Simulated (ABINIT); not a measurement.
Planning a run of ABINIT 10.8.3 on Sr3SbN (Pm-3m). The input:

```
acell 3*1.0 Angstrom
rprim 
  5.194965140000 0.000000000000 0.000000000000
  0.000000000000 5.194965140000 0.000000000000
  0.000000000000 0.000000000000 5.194965140000
ntypat 3
znucl 38 51 7
natom 5
typat 1 1 1 2 3
xred 
  0.000000000000 0.500000000000 0.500000000000
  0.500000000000 0.500000000000 0.000000000000
  0.500000000000 0.000000000000 0.500000000000
  0.000000000000 0.000000000000 0.000000000000
  0.500000000000 0.500000000000 0.500000000000
pp_dirpath "pseudos"
pseudos "Sr.upf, Sb.upf, N.upf"
ecut 40
ngkpt 2 2 2
nshiftk 1
shiftk 0 0 0
kptopt 1
chksymbreak 0
istwfk *1
occopt 1
irdwfk 1
optdriver 3
nband 158
ecuteps 4.8
inclvkb 2
awtr 1
symchi 1
irdqps 1
gwcalctyp 10
nqptdm 3
qptdm 
  0.5000000000 0.0000000000 0.0000000000
  0.5000000000 0.5000000000 0.0000000000
  0.5000000000 0.5000000000 0.5000000000
indata_prefix "in"
outdata_prefix "out"
tmpdata_prefix "tmp"
```

```sh
OMP_NUM_THREADS=1 mpirun -n 8 abinit run.abi > log; mrgscr < mrgscr.stdin
```

**Question.** Estimate wall time and host memory on 8 MPI ranks of Arm Neoverse N1, shared host.

It took 43 s; on shared hardware allow 21 s to 85 s. Peak host memory was 2.5 GiB.

[Paths, hosts, dates, memory and timing lines, banners, echoed tables and standing remarks are left out of the program output.]

[Logs are printed without paths, hosts, clocks, repeated set-up lines and the standing remarks that a program may print on its own settings, such as how far it seeks lower states.]

[Runs of the session that timed out or met a known fault of the program may be left out.]

[Hosts, paths, dates, database ids (printed as entryN), source tags and the programs' standing remarks are cut or masked in the printed files.]

[G0W0 gaps are taken among the corrected bands and points alone; a level outside them can change the order at an edge.]

[Where Ansatz stands beside ABINIT at settings called matched, ABINIT's density can come from a denser mesh and the files from another edition; pairs whose starting gaps differed by over 0.03 eV were left out, so agreement reads better than it is.]
